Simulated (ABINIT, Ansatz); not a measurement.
## HfCdS3 (Pm-3m): zone-centre phonons

Aim: the zone-centre modes of HfCdS3 (Pm-3m).

Main program and level: ABINIT 10.8.3; DFT PBE, scalar-relativistic, plane waves, SPMS norm-conserving pseudopotentials.

The structure was built from a prototype and need not be the compound's stable phase.

## Step 1: The structure

It takes space group Pm-3m (No. 221, cubic). The conventional cell has a = 4.952 Å, b = 4.952 Å, c = 4.952 Å, α = 90.00°, β = 90.00°, γ = 90.00°. Nearest to Cd lie 12 S at 3.50 Å. Nearest to Hf lie 6 S at 2.48 Å. S has 2 Hf at 2.48 Å nearest. Farther neighbours and most contacts between anions are not listed.

As a file:

```cif
data_structure
_symmetry_space_group_name_H-M 'P 1'
_symmetry_Int_Tables_number 1
_cell_length_a 4.9518
_cell_length_b 4.9518
_cell_length_c 4.9518
_cell_angle_alpha 90.000
_cell_angle_beta 90.000
_cell_angle_gamma 90.000
_cell_volume 121.42
loop_
_atom_site_label
_atom_site_type_symbol
_atom_site_fract_x
_atom_site_fract_y
_atom_site_fract_z
_atom_site_occupancy
Cd1 Cd 0.00000 0.00000 0.00000 1
Hf2 Hf 0.50000 0.50000 0.50000 1
S3 S 0.50000 0.50000 0.00000 1
S4 S 0.50000 0.00000 0.50000 1
S5 S 0.00000 0.50000 0.50000 1
```

## Step 2: Relaxing the cell and atoms

The harmonic expansion needs vanishing forces, and a free crystal bears no stress, so cell and atoms are brought to rest. Stress is more sensitive to the basis than forces are: the last 3 Ha under the cutoff are smoothed with ecutsm, and the cutoff is raised above that of the later runs.

The starting cell comes from a relaxation made beforehand in Ansatz (PBE, PseudoDojo NC).

Input file relax.abi:

```
# relaxation
ionmov 2
optcell 2
dilatmx 1.08
ntime 40
tolmxf 1.0d-05
tolvrs 1.0d-14
prtwf 0
prtden 0
chksymtnons 0

# basis, mesh and filling
ecut 38.0
ecutsm 3.0
ngkpt 6 6 6
nshiftk 1
shiftk 0.0 0.0 0.0
istwfk *1
occopt 7
tsmear 0.01
nband 35
nstep 100
diemac 1000000.0
prtebands 0
prtgsr 0
useylm 1

# cell and atoms
acell 9.35746686 9.35746686 9.35746686
rprim 
    1.0 0.0 0.0
    0.0 1.0 0.0
    0.0 0.0 1.0
ntypat 3
znucl 48 72 16
natom 5
typat 1 2 3 3 3
xred 
    0.0 0.0 0.0
    0.5 0.5 0.5
    0.5 0.5 0.0
    0.5 0.0 0.5
    0.0 0.5 0.5
pp_dirpath "./pseudo"
pseudos "Cd.psp8, Hf.psp8, S.psp8"
```

The run is started by

```sh
> OMP_NUM_THREADS=1 mpirun -n 4 abinit relax.abi > relax.log
```

Numbers of over 12 decimals in the logs are rounded to 6 here.

relax.abo, the main output file:

```text
[banners, grids, parts of the stress and lines that vanish by symmetry left out]
- input  file    -> relax.abi
- output file    -> relax.abo
- root for input  files -> relaxi
[...]
Symmetries : space group Pm -3 m (#221); Bravais cP (primitive cubic)
[...]
mpw =       11592          nfft =      216000          nkpt =          20
[...]
== DATASET  1 ==================================================================
[...]
cutoff_energies: {ecut:  38.0, pawecutdg:  -1.0, }
[...]
Exchange-correlation functional for the present dataset will be:
  GGA: Perdew-Burke-Ernzerhof functional - ixc=11
[...]
ETOT  1  -256.91579372583    -2.569E+02 1.299E-01 2.390E+03
 ETOT  2  -257.32558185257    -4.098E-01 1.077E-02 8.484E+02
 ETOT  3  -257.43068554397    -1.051E-01 1.846E-03 5.278E+01
 ETOT  4  -257.43628883922    -5.603E-03 1.752E-03 6.950E-01
 ETOT  5  -257.43632887635    -4.004E-05 6.882E-04 2.825E-01
[...]
At SCF step   14       vres2   =  3.43E-15 < tolvrs=  1.00E-14 =>converged.
[...]
sigma(1 1)= -3.55411360E-06  sigma(3 2)=  0.00000000E+00
  sigma(2 2)= -3.55411360E-06  sigma(3 1)=  0.00000000E+00
  sigma(3 3)= -3.55411360E-06  sigma(2 1)=  0.00000000E+00
[...]
convergence: {deltae: -4.053E-11, res2:  3.430E-15, residm:  3.639E-05, diffor: null, }
etotal    :  -2.57436358E+02
[...]
ETOT  1  -257.43634074789    -2.574E+02 3.112E-05 1.908E-01
[...]
At SCF step   11       vres2   =  7.45E-16 < tolvrs=  1.00E-14 =>converged.
[...]
sigma(1 1)= -2.77487314E-06  sigma(3 2)=  0.00000000E+00
  sigma(2 2)= -2.77487314E-06  sigma(3 1)=  0.00000000E+00
  sigma(3 3)= -2.77487314E-06  sigma(2 1)=  0.00000000E+00
[...]
convergence: {deltae: -1.381E-11, res2:  7.453E-16, residm:  5.366E-05, diffor: null, }
etotal    :  -2.57436359E+02
[...]
ETOT  1  -257.43613371413    -2.574E+02 6.564E-05 2.410E+00
[...]
ETOT 11  -257.43635999234     2.831E-11 4.081E-05 1.100E-14
 ETOT 12  -257.43635999236    -1.279E-11 7.334E-05 1.071E-16
 At SCF step   12       vres2   =  1.07E-16 < tolvrs=  1.00E-14 =>converged.
[...]
sigma(1 1)= -5.44523851E-09  sigma(3 2)=  0.00000000E+00
  sigma(2 2)= -5.44523852E-09  sigma(3 1)=  0.00000000E+00
  sigma(3 3)= -5.44523851E-09  sigma(2 1)=  0.00000000E+00
[...]
convergence: {deltae: -1.279E-11, res2:  1.071E-16, residm:  7.334E-05, diffor: null, }
etotal    :  -2.57436360E+02
[...]
At Broyd/MD step   3, gradients are converged :
[...]
sigma(1 1)= -5.44523851E-09  sigma(3 2)=  0.00000000E+00
  sigma(2 2)= -5.44523852E-09  sigma(3 1)=  0.00000000E+00
  sigma(3 3)= -5.44523851E-09  sigma(2 1)=  0.00000000E+00
[...]
- sigma(1 1)= -1.60204448E-04  sigma(3 2)=  0.00000000E+00
- sigma(2 2)= -1.60204448E-04  sigma(3 1)=  0.00000000E+00
- sigma(3 3)= -1.60204448E-04  sigma(2 1)=  0.00000000E+00
[...]
fcart     -0.0000000000E+00 -0.0000000000E+00 -0.0000000000E+00
           strten     -5.4452385066E-09 -5.4452385188E-09 -5.4452385092E-09
================================================================================

[key lines of the parts left out:]
pressure_GPa:   1.6020E-04
Total energy (etotal) [Ha]= -2.57436359992355E+02
```

Wall time 3.2 min (4 MPI ranks of Intel Xeon 6975P-C (Granite Rapids), shared host); 13 min of CPU time.

Little changed from the start: no atom moved by 0.005 Å and no cell edge by 0.1 %.

Read from the output:

```yaml
volume_per_atom: 24.32 Å³
pressure: 1.60e-4 GPa
gap_on_the_k_mesh: 0 eV
```

## Step 3: Self-consistent run for the response

First-order wavefunctions inherit every error of the ground state, hence the very tight tolvrs. Occupations are smeared.

Input file gs.abi:

```
# ground state
tolvrs 1.0d-16
prtden 1
prtwf 1

# basis, mesh and filling
ecut 30.0
ngkpt 6 6 6
nshiftk 1
shiftk 0.0 0.0 0.0
istwfk *1
occopt 7
tsmear 0.01
nband 35
nstep 100
diemac 1000000.0
prtebands 0
prtgsr 0
useylm 1

# cell and atoms
acell 9.362022671 9.362022671 9.362022671
rprim 
    1.0 0.0 0.0
    0.0 1.0 0.0
    0.0 0.0 1.0
ntypat 3
znucl 48 72 16
natom 5
typat 1 2 3 3 3
xred 
    0.0 0.0 0.0
    0.5 0.5 0.5
    0.5 0.5 0.0
    0.5 0.0 0.5
    0.0 0.5 0.5
pp_dirpath "./pseudo"
pseudos "Cd.psp8, Hf.psp8, S.psp8"
```

The run is started by

```sh
> OMP_NUM_THREADS=1 mpirun -n 4 abinit gs.abi > gs.log
```

gs.abo, the main output file:

```text
[banners, grids, parts of the stress and lines that vanish by symmetry left out]
- input  file    -> gs.abi
- output file    -> gs.abo
- root for input  files -> gsi
[...]
Symmetries : space group Pm -3 m (#221); Bravais cP (primitive cubic)
[...]
mpw =        6488          nfft =      110592          nkpt =          20
[...]
== DATASET  1 ==================================================================
[...]
cutoff_energies: {ecut:  30.0, pawecutdg:  -1.0, }
[...]
Exchange-correlation functional for the present dataset will be:
  GGA: Perdew-Burke-Ernzerhof functional - ixc=11
[...]
ETOT  1  -256.93422284466    -2.569E+02 1.268E-01 1.222E+03
 ETOT  2  -257.31696679432    -3.827E-01 1.001E-02 4.621E+02
 ETOT  3  -257.43081778575    -1.139E-01 1.812E-03 2.646E+01
 ETOT  4  -257.43624602797    -5.428E-03 6.035E-03 3.924E-01
 ETOT  5  -257.43629247084    -4.644E-05 2.378E-03 1.793E-01
[...]
ETOT 14  -257.43632806061    -1.648E-11 8.409E-05 2.600E-15
 ETOT 15  -257.43632806060     3.297E-12 6.892E-05 3.580E-17
 At SCF step   15       vres2   =  3.58E-17 < tolvrs=  1.00E-16 =>converged.
[...]
sigma(1 1)=  1.22660309E-07  sigma(3 2)=  0.00000000E+00
  sigma(2 2)=  1.22660309E-07  sigma(3 1)=  0.00000000E+00
  sigma(3 3)=  1.22660309E-07  sigma(2 1)=  0.00000000E+00
[...]
convergence: {deltae:  3.297E-12, res2:  3.580E-17, residm:  6.892E-05, diffor: null, }
etotal    :  -2.57436328E+02
[...]
sigma(1 1)=  1.22660309E-07  sigma(3 2)=  0.00000000E+00
  sigma(2 2)=  1.22660309E-07  sigma(3 1)=  0.00000000E+00
  sigma(3 3)=  1.22660309E-07  sigma(2 1)=  0.00000000E+00
[...]
- sigma(1 1)=  3.60879088E-03  sigma(3 2)=  0.00000000E+00
- sigma(2 2)=  3.60879088E-03  sigma(3 1)=  0.00000000E+00
- sigma(3 3)=  3.60879088E-03  sigma(2 1)=  0.00000000E+00
[...]
fcart     -0.0000000000E+00 -0.0000000000E+00 -0.0000000000E+00
           strten      1.2266030898E-07  1.2266030898E-07  1.2266030898E-07
================================================================================

[key lines of the parts left out:]
pressure_GPa:  -3.6088E-03
```

It took 44 s on 4 MPI ranks; 2.9 min of CPU time.

Read from the output:

```yaml
pressure: -0.003609 GPa
```

The cell stands at -0.0036 GPa, close enough for phonons.

[end of part 1 of 5]

[Host names and launcher messages were left out of these logs when they were recorded.]

[Logs are printed without paths, hosts, clocks, repeated set-up lines and the standing remarks that a program may print on its own settings, such as how far it seeks lower states.]

[Hosts, paths, dates, database ids (printed as entryN), source tags and the programs' standing remarks are cut or masked in the printed files.]
